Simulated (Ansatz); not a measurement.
# From PBE to G0W0: C2S3 (P2_1/c)

Aim: the quasiparticle gap of C2S3 (P2_1/c), starting from PBE.

Program: Ansatz 0.2.0. Level of theory: PBE, then G0W0 on it, plane waves, PAW. Results are calculated unless marked as measured.

Most raw output is cut from this account.

In doubt: masses and optical values from hybrid runs of this build are listed as unsure (in some of the runs), which bears on the screening that GW takes from such a start.

**1. The starting structure**

Symmetry: P2_1/c, No. 14, monoclinic system. Conventional cell: a = 5.805 Å, b = 6.638 Å, c = 10.779 Å, α = 90.00°, β = 109.17°, γ = 90.00°. C has 1 C at 1.35 Å and 2 S at 1.73 Å nearest. Nearest to C lie 3 S at 1.65 to 1.74 Å. Nearest to S lie 2 C at 1.73 to 1.74 Å. Nearest to S lie 2 C at 1.73 Å. Nearest to S lie 1 C at 1.65 Å. Farther neighbours and most contacts between anions are not listed.

The start is a cell from the Crystallography Open Database.

**2. Relaxing the structure**

The structure is relaxed first.

This step: DFT, PBE, plane waves, PAW; PAW set soft_1.

File input.yaml:

```yaml
crystal:
  lattice:
    - [5.805, 0.0, 0.0]
    - [0.0, 6.6377, 0.0]
    - [-3.5391430821, 0.0, 10.1819277854]
  atoms:
    - { symbol: C, position: [0.42859, 0.9952, 0.03849] }
    - { symbol: C, position: [0.57141, 0.4952, 0.46151] }
    - { symbol: C, position: [0.57141, 0.0048, 0.96151] }
    - { symbol: C, position: [0.42859, 0.5048, 0.53849] }
    - { symbol: C, position: [0.2862, 0.3117, 0.8961] }
    - { symbol: C, position: [0.7138, 0.8117, 0.6039] }
    - { symbol: C, position: [0.7138, 0.6883, 0.1039] }
    - { symbol: C, position: [0.2862, 0.1883, 0.3961] }
    - { symbol: S, position: [0.21533, 0.18527, 0.02019] }
    - { symbol: S, position: [0.78467, 0.68527, 0.47981] }
    - { symbol: S, position: [0.78467, 0.81473, 0.97981] }
    - { symbol: S, position: [0.21533, 0.31473, 0.52019] }
    - { symbol: S, position: [0.52287, 0.20625, 0.85368] }
    - { symbol: S, position: [0.47713, 0.70625, 0.64632] }
    - { symbol: S, position: [0.47713, 0.79375, 0.14632] }
    - { symbol: S, position: [0.52287, 0.29375, 0.35368] }
    - { symbol: S, position: [0.13724, 0.51273, 0.82251] }
    - { symbol: S, position: [0.86276, 0.01273, 0.67749] }
    - { symbol: S, position: [0.86276, 0.48727, 0.17749] }
    - { symbol: S, position: [0.13724, 0.98727, 0.32251] }
kpoints:
  mp_grid: { grid: [4, 4, 2] }
hamiltonian:
  xc: pbe
  pseudopotentials: { kind: paw, azcp: { folder: soft_1 } }
scf:
  occupations: { method: fermi_dirac, width: 0.02 }
relax:
  f_tol: 0.02
  max_steps: 60
```

On the command line:

```bash
> ansatz run input.yaml --threads 2 --pin off --max-ram 92160MiB --backend cuda --events-out ev --progress --plain --runs-dir out --devices 1 --max-vram 13GiB
```

Elapsed: 16 s, on 1 × NVIDIA H100 80GB HBM3 (shared by 6 runs) with 2 threads of AMD EPYC 7R13 (Zen 3), shared host; peak memory 1 GiB.

Step by step:

```
step  energy less that of the first step (eV)  largest force component (eV/Å)
   1                                   0.0000                          0.6079
   2                                  -0.0179                          0.2348
   3                                  -0.0310                          0.0476
   4                                  -0.0319                          0.0413
   5                                  -0.0323                          0.0060
```

The run keeps the 4 symmetry operations that it works with, so distortions that break them were not tested.

The atoms that moved most (Å):

```
atom      dx      dy      dz  length
 S19  -0.010  -0.007   0.034   0.036
 S17   0.010   0.007  -0.034   0.036
 S20   0.010  -0.007  -0.034   0.036
 S18  -0.010   0.007   0.034   0.036
 S15  -0.010   0.011   0.011   0.019
 S13   0.010  -0.011  -0.011   0.019
 S16   0.010   0.011  -0.011   0.019
 S14  -0.010  -0.011   0.011   0.019
```

The relaxed structure:

```cif
data_structure
_symmetry_space_group_name_H-M 'P 1'
_symmetry_Int_Tables_number 1
_cell_length_a 5.8050
_cell_length_b 6.6377
_cell_length_c 10.7795
_cell_angle_alpha 90.000
_cell_angle_beta 109.167
_cell_angle_gamma 90.000
_cell_volume 392.33
loop_
_atom_site_label
_atom_site_type_symbol
_atom_site_fract_x
_atom_site_fract_y
_atom_site_fract_z
_atom_site_occupancy
C1 C 0.42753 0.99566 0.03890 1
C2 C 0.57247 0.49566 0.46110 1
C3 C 0.57247 0.00434 0.96110 1
C4 C 0.42753 0.50434 0.53890 1
C5 C 0.28578 0.31235 0.89472 1
C6 C 0.71422 0.81235 0.60528 1
C7 C 0.71422 0.68765 0.10528 1
C8 C 0.28578 0.18765 0.39472 1
S9 S 0.21440 0.18605 0.01948 1
S10 S 0.78560 0.68605 0.48052 1
S11 S 0.78560 0.81395 0.98052 1
S12 S 0.21440 0.31395 0.51948 1
S13 S 0.52395 0.20462 0.85255 1
S14 S 0.47605 0.70462 0.64745 1
S15 S 0.47605 0.79538 0.14745 1
S16 S 0.52395 0.29538 0.35255 1
S17 S 0.13690 0.51380 0.81916 1
S18 S 0.86310 0.01380 0.68084 1
S19 S 0.86310 0.48620 0.18084 1
S20 S 0.13690 0.98620 0.31916 1
```

**3. The PBE band structure**

Levels along a band path and on the mesh show where this functional puts the band edges.

File input.yaml:

```yaml
crystal:
  lattice:
    - [5.805, 0.0, 0.0]
    - [0.0, 6.6377, 0.0]
    - [-3.5391430821, 0.0, 10.1819277854]
  atoms:
    - { symbol: C, position: [0.4275340412, 0.9956591813, 0.0389019337] }
    - { symbol: C, position: [0.5724659588, 0.4956591813, 0.4610980663] }
    - { symbol: C, position: [0.5724659588, 0.0043408187, 0.9610980663] }
    - { symbol: C, position: [0.4275340412, 0.5043408187, 0.5389019337] }
    - { symbol: C, position: [0.2857765633, 0.3123523348, 0.8947240389] }
    - { symbol: C, position: [0.7142234367, 0.8123523348, 0.6052759611] }
    - { symbol: C, position: [0.7142234367, 0.6876476652, 0.1052759611] }
    - { symbol: C, position: [0.2857765633, 0.1876476652, 0.3947240389] }
    - { symbol: S, position: [0.2143970329, 0.1860506622, 0.019479966] }
    - { symbol: S, position: [0.7856029671, 0.6860506622, 0.480520034] }
    - { symbol: S, position: [0.7856029671, 0.8139493378, 0.980520034] }
    - { symbol: S, position: [0.2143970329, 0.3139493378, 0.519479966] }
    - { symbol: S, position: [0.5239473935, 0.2046179098, 0.852551854] }
    - { symbol: S, position: [0.4760526065, 0.7046179098, 0.647448146] }
    - { symbol: S, position: [0.4760526065, 0.7953820902, 0.147448146] }
    - { symbol: S, position: [0.5239473935, 0.2953820902, 0.352551854] }
    - { symbol: S, position: [0.1369031152, 0.5137988273, 0.8191576789] }
    - { symbol: S, position: [0.8630968848, 0.0137988273, 0.6808423211] }
    - { symbol: S, position: [0.8630968848, 0.4862011727, 0.1808423211] }
    - { symbol: S, position: [0.1369031152, 0.9862011727, 0.3191576789] }
kpoints:
  mp_grid: { grid: [4, 4, 2] }
  band_path:
    path:
      - [0.0, 0.0, 0.0]
      - [0.0, 0.5, 0.0]
      - [0.0, 0.5, 0.5]
      - [0.0, 0.0, 0.5]
      - [0.0, 0.0, 0.0]
      - [-0.5, 0.0, 0.5]
      - [-0.5, 0.5, 0.5]
      - [0.0, 0.5, 0.0]
      - [-0.5, 0.5, 0.0]
      - [-0.5, 0.0, 0.0]
      - [0.0, 0.0, 0.0]
    npoints: 10
hamiltonian:
  xc: pbe
  pseudopotentials: { kind: paw, azcp: { folder: soft_1 } }
scf:
  occupations: { method: fermi_dirac, width: 0.02 }
  n_extra_bands: 10
output:
  eigenvalues: true
  forces: true
  stress: true
  write_density: true
  write_potential: true
  elf: true
  volumetric_format: npy
```

Run time: 16 s. Hardware: 1 × NVIDIA H100 80GB HBM3 (shared by 6 runs) with 2 threads; peak memory 1.2 GiB; 11 s of CPU time.

Numbers from this step:

```yaml
pressure: 1.386 GPa
filled_bands: 52
gap: 1.590 eV
valence_top_at: k = (-0.500, 0.100, 0.000)
conduction_bottom_at: Γ
least_direct_gap: 1.607 eV
```

Over mesh and path the gap is 1.590 eV, from k = (-0.500, 0.100, 0.000) to k = Γ. The least direct gap found is 1.607 eV, at k = (-0.500, 0.150, 0.000). On the 4×4×2 mesh alone the same run gives 1.592 eV, so that mesh misses an edge of PBE: 1.592 − 1.590 = +0.002 eV.

The electronic bands at the labelled points (eV, zero at the top of the highest nominally filled band):

```
  point  band 49  band 50  band 51  band 52  band 53  band 54  band 55  band 56
      Γ    -0.73    -0.44    -0.37    -0.18     1.59     2.22     2.30     2.38
halfway    -0.72    -0.43    -0.35    -0.11     1.76     2.15     2.37     2.39
      Z    -0.51    -0.51    -0.21    -0.21     2.02     2.02     2.38     2.38
halfway    -0.56    -0.56    -0.22    -0.22     2.02     2.02     2.36     2.36
      D    -0.63    -0.63    -0.24    -0.24     2.01     2.01     2.34     2.34
halfway    -0.61    -0.61    -0.23    -0.23     1.93     1.93     2.40     2.40
      B    -0.58    -0.58    -0.20    -0.20     1.86     1.86     2.47     2.47
halfway    -0.71    -0.45    -0.31    -0.18     1.67     2.08     2.36     2.46
      Γ    -0.73    -0.44    -0.37    -0.18     1.59     2.22     2.30     2.38
halfway    -0.67    -0.55    -0.34    -0.23     1.64     1.97     2.12     2.23
      A    -0.54    -0.54    -0.22    -0.22     1.82     1.82     1.94     1.94
halfway    -0.58    -0.58    -0.24    -0.24     1.78     1.78     2.00     2.00
      E    -0.76    -0.76    -0.23    -0.23     1.77     1.77     2.03     2.03
halfway    -0.66    -0.66    -0.20    -0.20     1.91     1.91     2.17     2.17
      Z    -0.51    -0.51    -0.21    -0.21     2.02     2.02     2.38     2.38
halfway    -0.62    -0.62    -0.21    -0.21     1.87     1.87     2.21     2.21
     C2    -0.66    -0.66    -0.25    -0.25     1.68     1.68     2.18     2.18
halfway    -0.72    -0.56    -0.54    -0.03     1.61     1.82     2.00     2.11
     Y2    -0.75    -0.64    -0.51     0.00     1.62     1.81     1.89     2.01
halfway    -0.66    -0.57    -0.35    -0.16     1.64     2.01     2.04     2.19
      Γ    -0.73    -0.44    -0.37    -0.18     1.59     2.22     2.30     2.38
```

Valence density in the ac plane at fractional y = 0.004, with atoms of C and S within 0.2 Å of it. It is the smooth field of the valence electrons, not physical close to the nuclei.

Ten even steps from '0' (0.0 e/Å³) to '9' (2.0 e/Å³), each cell a mean:
```
0001134798741000
0000012477520000
0000001233100000
0000000110000000
0000000000000011
2000000000001333
3100000000014545
3100000000134225
1000000000134454
0000000000123321
0000000000001000
0000000000000000
0000000000000000
0011110000000000
1344320000000000
3534420000000001
5424310000000002
4554100000000001
1221000000000000
0000000000000000
0000001111000000
0000013542000000
0000247874210000
0001358997531000
```
Columns run along a (5.8 Å), rows up along c (10.8 Å). Atoms in or near the plane, at fractional coordinates: C at (0.43, 0.04), C at (0.57, 0.96), S at (0.86, 0.68), S at (0.14, 0.32).

ELF in the ac plane at fractional y = 0.004, with atoms of C and S within 0.2 Å of it. It is the smooth field of the valence electrons, not physical close to the nuclei.

Values, 24 rows by 16 columns, each cell a mean:
```
0.10 0.33 0.46 0.49 0.59 0.65 0.72 0.84 0.54 0.10 0.43 0.70 0.52 0.35 0.24 0.08
0.08 0.21 0.26 0.23 0.25 0.37 0.59 0.70 0.46 0.38 0.56 0.47 0.24 0.15 0.09 0.04
0.03 0.05 0.05 0.04 0.05 0.14 0.40 0.65 0.71 0.61 0.38 0.15 0.06 0.04 0.03 0.03
0.15 0.06 0.02 0.01 0.02 0.10 0.30 0.48 0.49 0.32 0.12 0.04 0.04 0.11 0.21 0.23
0.69 0.46 0.16 0.02 0.02 0.12 0.28 0.37 0.30 0.14 0.06 0.12 0.40 0.70 0.81 0.79
0.87 0.77 0.42 0.07 0.02 0.08 0.19 0.21 0.13 0.06 0.15 0.54 0.85 0.92 0.91 0.89
0.91 0.86 0.57 0.11 0.01 0.03 0.04 0.04 0.03 0.08 0.43 0.80 0.87 0.68 0.46 0.73
0.93 0.87 0.53 0.09 0.01 0.01 0.01 0.01 0.02 0.17 0.56 0.77 0.58 0.10 0.09 0.73
0.91 0.74 0.27 0.03 0.01 0.01 0.01 0.01 0.04 0.22 0.54 0.70 0.57 0.37 0.64 0.91
0.71 0.33 0.05 0.01 0.01 0.01 0.01 0.01 0.05 0.24 0.51 0.66 0.70 0.74 0.82 0.84
0.21 0.04 0.01 0.01 0.01 0.01 0.01 0.01 0.04 0.18 0.36 0.46 0.49 0.52 0.53 0.44
0.02 0.01 0.02 0.03 0.04 0.04 0.03 0.01 0.02 0.05 0.11 0.13 0.13 0.12 0.10 0.05
0.09 0.19 0.24 0.26 0.27 0.27 0.19 0.07 0.01 0.01 0.01 0.01 0.01 0.01 0.01 0.02
0.56 0.68 0.67 0.62 0.60 0.55 0.37 0.13 0.02 0.01 0.01 0.01 0.01 0.01 0.04 0.25
0.87 0.87 0.72 0.65 0.70 0.64 0.40 0.12 0.02 0.01 0.01 0.01 0.01 0.04 0.29 0.72
0.92 0.66 0.18 0.26 0.66 0.66 0.37 0.08 0.02 0.01 0.01 0.01 0.01 0.16 0.65 0.89
0.88 0.36 0.14 0.51 0.80 0.69 0.31 0.05 0.01 0.01 0.01 0.01 0.03 0.29 0.78 0.91
0.89 0.78 0.81 0.90 0.84 0.54 0.13 0.03 0.05 0.07 0.05 0.02 0.03 0.27 0.73 0.88
0.86 0.89 0.90 0.82 0.54 0.17 0.05 0.10 0.21 0.23 0.15 0.04 0.02 0.13 0.51 0.77
0.55 0.60 0.51 0.29 0.09 0.04 0.09 0.23 0.35 0.32 0.17 0.04 0.01 0.03 0.15 0.36
0.06 0.07 0.05 0.03 0.04 0.11 0.30 0.53 0.60 0.47 0.21 0.05 0.01 0.01 0.02 0.04
0.03 0.04 0.07 0.10 0.19 0.40 0.57 0.62 0.69 0.62 0.37 0.16 0.10 0.09 0.10 0.06
0.05 0.12 0.25 0.32 0.52 0.64 0.32 0.16 0.65 0.78 0.62 0.48 0.37 0.32 0.30 0.14
0.08 0.26 0.44 0.53 0.70 0.69 0.33 0.53 0.87 0.72 0.64 0.71 0.59 0.45 0.36 0.14
```
Columns run along a (5.8 Å), rows up along c (10.8 Å). Atoms in or near the plane, at fractional coordinates: C at (0.43, 0.04), C at (0.57, 0.96), S at (0.86, 0.68), S at (0.14, 0.32).

**4. One-shot GW**

G0W0 replaces the xc potential by a self-energy built once from the orbitals of the start. Levels are corrected in the window of bands that the input names, at points of the mesh.

This step: G0W0 on PBE, plane waves, PAW; PAW set soft_1.

input.yaml, as its differences from that of step 3:

```diff
@@ -27,17 +27,3 @@
 kpoints:
-  mp_grid: { grid: [4, 4, 2] }
-  band_path:
-    path:
-      - [0.0, 0.0, 0.0]
-      - [0.0, 0.5, 0.0]
-      - [0.0, 0.5, 0.5]
-      - [0.0, 0.0, 0.5]
-      - [0.0, 0.0, 0.0]
-      - [-0.5, 0.0, 0.5]
-      - [-0.5, 0.5, 0.5]
-      - [0.0, 0.5, 0.0]
-      - [-0.5, 0.5, 0.0]
-      - [-0.5, 0.0, 0.0]
-      - [0.0, 0.0, 0.0]
-    npoints: 10
+  mp_grid: { grid: [4, 2, 2] }
 hamiltonian:
@@ -46,11 +32,8 @@
 scf:
-  occupations: { method: fermi_dirac, width: 0.02 }
-  n_extra_bands: 10
-output:
-  eigenvalues: true
-  forces: true
-  stress: true
-  write_density: true
-  write_potential: true
-  elf: true
-  volumetric_format: npy
+  occupations: { method: fixed }
+gw:
+  n_empty_bands: 1027
+  ecut_chi: 110.0
+  qp_bands: [v4, c4]
+  qp_kpoints: band_edges
+  screening: { model: contour_deformation }
```

It took 74 s on 1 × NVIDIA H100 80GB HBM3 (shared by 6 runs) with 2 threads; peak memory 4.6 GiB; 2 min of CPU time.

Numbers from this step:

* bands summed: 1079
* RPA ε∞ on this mesh (eigenvalues): 4.109, 4.662, 5.043
* plane waves in the screening matrix: 1033
* q-points in the mesh: 16
* G0W0 gap over the corrected points: 2.804 eV
* k of the valence top: -0.5, 0, 0
* k of the conduction bottom: 0, 0, 0
* starting gap on the mesh: 1.591 eV
* Z at the valence top: 0.7318
* Z at the conduction bottom: 0.7375
* least direct G0W0 gap over the corrected points: 2.842 eV

Over all 12 irreducible mesh points the G0W0 gap is 2.804 eV, from k = (-0.500, 0.000, 0.000) to k = Γ. The PBE gap of this run on the mesh is 1.591 eV. The two states that bound the G0W0 gap lie that far apart at the start, so the correction of the gap is 2.804 − 1.591 = +1.213 eV. The start of this run differs from the step before in mesh (4×4×2 and 4×2×2).

Labels follow the order of the start: v1 is the top filled band, c1 the lowest empty one; levels that stay degenerate share a row, the window can cut a multiplet, doubted levels are not marked in this list, bands outside the window were not corrected, and the list may be a part of the corrected levels. The levels before and after the correction (eV, zero at the valence-band top of each column):

```
           conduction bottom  valence top
Kohn-Sham               1.59         0.00
     G0W0               2.80         0.00
```

```
                   level  occupation  energy (eV)
Kohn-Sham           Γ v3           2       -0.435
Kohn-Sham           Γ v2           2       -0.370
Kohn-Sham           Γ v1           2       -0.180
Kohn-Sham           Γ c1           0        1.591
Kohn-Sham           Γ c2           0        2.221
Kohn-Sham           Γ c3           0        2.304
Kohn-Sham  (-0.5 0 0) v3           2       -0.636
Kohn-Sham  (-0.5 0 0) v2           2       -0.510
Kohn-Sham  (-0.5 0 0) v1           2        0.000
Kohn-Sham  (-0.5 0 0) c1           0        1.618
Kohn-Sham  (-0.5 0 0) c2           0        1.812
Kohn-Sham  (-0.5 0 0) c3           0        1.888
     G0W0           Γ v3           2       -0.437
     G0W0           Γ v2           2       -0.497
     G0W0           Γ v1           2       -0.195
     G0W0           Γ c1           0        2.804
     G0W0           Γ c2           0        3.485
     G0W0           Γ c3           0        3.595
     G0W0  (-0.5 0 0) v3           2       -0.658
     G0W0  (-0.5 0 0) v2           2       -0.652
     G0W0  (-0.5 0 0) v1           2        0.000
     G0W0  (-0.5 0 0) c1           0        2.842
     G0W0  (-0.5 0 0) c2           0        3.016
     G0W0  (-0.5 0 0) c3           0        3.129
```

The parts of the quasiparticle energy for the two states that bound the G0W0 gap, in eV on the run's own scale (QP = start + Σx + Σc − Vxc, with Σc at the quasiparticle energy):

```
             edge                       k  band  start       Σx      Σc      Vxc      Z     QP
      valence top  (-0.500, 0.000, 0.000)    52  3.709  −16.885   1.269  −15.018  0.732  3.111
conduction bottom                       Γ    53  5.300   −9.758  −3.344  −13.716  0.738  5.915
```

**5. Side by side**

Each gap is the least one over the points named; times are wall times on shared hosts, not benchmarks. A G0W0 time includes the run's own self-consistent start. Rows marked * are further runs, not shown as steps, whose inputs differ from the G0W0 step on the same start in the columns given; solver thresholds can differ too.

```
    level   mesh       files, cutoff     bands summed, screening                          points  gap (eV)             valence top  conduction bottom  least direct gap (eV)     time
      PBE  4×4×2  soft_1 PAW, 420 eV                           -                   mesh and path     1.590  (-0.500, 0.100, 0.000)                  Γ                  1.607     16 s
G0W0@PBE*  4×2×2  soft_1 PAW, 420 eV                  220, 33 eV  all 12 irreducible mesh points     2.802  (-0.500, 0.000, 0.000)                  Γ                  2.812     26 s
G0W0@PBE*  4×2×2  soft_1 PAW, 420 eV                  529, 66 eV  all 12 irreducible mesh points     2.796  (-0.500, 0.000, 0.000)                  Γ                  2.822     50 s
 G0W0@PBE  4×2×2  soft_1 PAW, 420 eV                1079, 110 eV  all 12 irreducible mesh points     2.804  (-0.500, 0.000, 0.000)                  Γ                  2.842     74 s
G0W0@PBE*  2×2×2  soft_1 PAW, 420 eV                  529, 66 eV   all 8 irreducible mesh points     2.795  (-0.500, 0.000, 0.000)                  Γ                  2.820     33 s
G0W0@PBE*  4×2×2  soft_1 PAW, 420 eV  1079, 110 eV, plasmon pole  all 12 irreducible mesh points     2.876  (-0.500, 0.000, 0.000)                  Γ                  2.901  2.6 min
```

**6. Results**

```yaml
pbe_gap_over_mesh_and_path: 1.590 eV, from k = (-0.500, 0.100, 0.000) to k = Γ
g0w0_pbe_gap_over_all_12_irreducible_mesh_points: 2.804 eV, from k = (-0.500, 0.000, 0.000) to k = Γ
gw_settings: 4×2×2 mesh, 1027 empty bands, screening to 110 eV, PAW set soft_1 files
known_limits: finite bands, screening cutoff and k mesh; no spin-orbit coupling in G0W0; screening cutoff under 40 eV in some runs
```

What this shows: Over all 12 irreducible mesh points the G0W0 gap is 2.804 eV, from k = (-0.500, 0.000, 0.000) to k = Γ. The PBE gap of this run on the mesh is 1.591 eV. The two states that bound the G0W0 gap lie that far apart at the start, so the correction of the gap is 2.804 − 1.591 = +1.213 eV. The valence state moves by 3.111 − 3.709 = −0.598 eV and the conduction state by 5.915 − 5.300 = +0.615 eV, on the run's own scale; with 220 bands the edge states move by +0.061 and +1.272 eV, so the split between the edges depends on the bands and cutoff. Over mesh and path, PBE puts the valence top at k = (-0.500, 0.100, 0.000), where no G0W0 correction was computed. The G0W0 gap over the whole zone is therefore not known from this run; at its settings it can only be equal to or under the 2.804 eV found, and no correction is carried over from another point. For the start itself the gap is 1.590 eV over mesh and path and 1.591 eV on the mesh of the G0W0 run, in runs that differ in mesh (4×4×2 and 4×2×2). From 220 bands and 33 eV to 1079 bands and 110 eV the gap moves by 2.804 − 2.802 = +0.002 eV (rung by rung 2.802, 2.796, 2.804 eV); bands and screening cutoff rise together, so their parts are not told apart. The three highest rungs (2.802, 2.796, 2.804 eV) lie within 0.01 eV and show no trend, so no line is drawn. With the 2×2×2 mesh in place of the 4×2×2 mesh and all else as in the G0W0@PBE row with 529 bands, the gap differs by 2.795 − 2.796 = −0.001 eV, and that of the start by 1.590 − 1.591 = −0.001 eV. With the plasmon pole model in place of the contour deformation model and all else as in the G0W0@PBE row with 1079 bands, the gap differs by 2.876 − 2.804 = +0.072 eV. G0W0 on other starts in this series, not shown as steps and not all at these settings: 3.214 eV on HSE06 (4×2×2, soft_1 PAW, 1079 bands, 110 eV) and 2.707 eV on LDA (4×2×2, soft_1 PAW, 1079 bands, 110 eV). The G0W0 runs are scalar-relativistic. G0W0@PBE runs of this series with other atomic data on the same mesh, not shown as steps, give 2.807 eV (hard PAW, 820 eV, 1575 bands, screening to 143 eV); where bands and cutoffs differ too, the part of the files is not isolated. A screening cutoff under 40 eV is crude: G0W0@PBE with 220 bands at 33 eV.

[Paths, hosts, dates, memory and timing lines, banners, echoed tables and standing remarks are left out of the program output.]

[Logs are printed without paths, hosts, clocks, repeated set-up lines and the standing remarks that a program may print on its own settings, such as how far it seeks lower states.]

[Runs of the session that timed out or met a known fault of the program may be left out.]

[Cells called generated may have been cut or substituted from an entry of the Crystallography Open Database or the Materials Project.]

[Hosts, paths, dates, database ids (printed as entryN), source tags and the programs' standing remarks are cut or masked in the printed files.]

[Where an RPA ε∞ is given, it is that of the G0W0 mesh and is not shown converged in it. Names of k-points follow the symmetry that the program found, which can be lower than the space group named. Band edges on a path are those of the sampled points; other points can move an edge, and change direct to indirect where valleys lie close.]

[Hybrid gaps are those of their k-mesh and are not shown converged in it.]
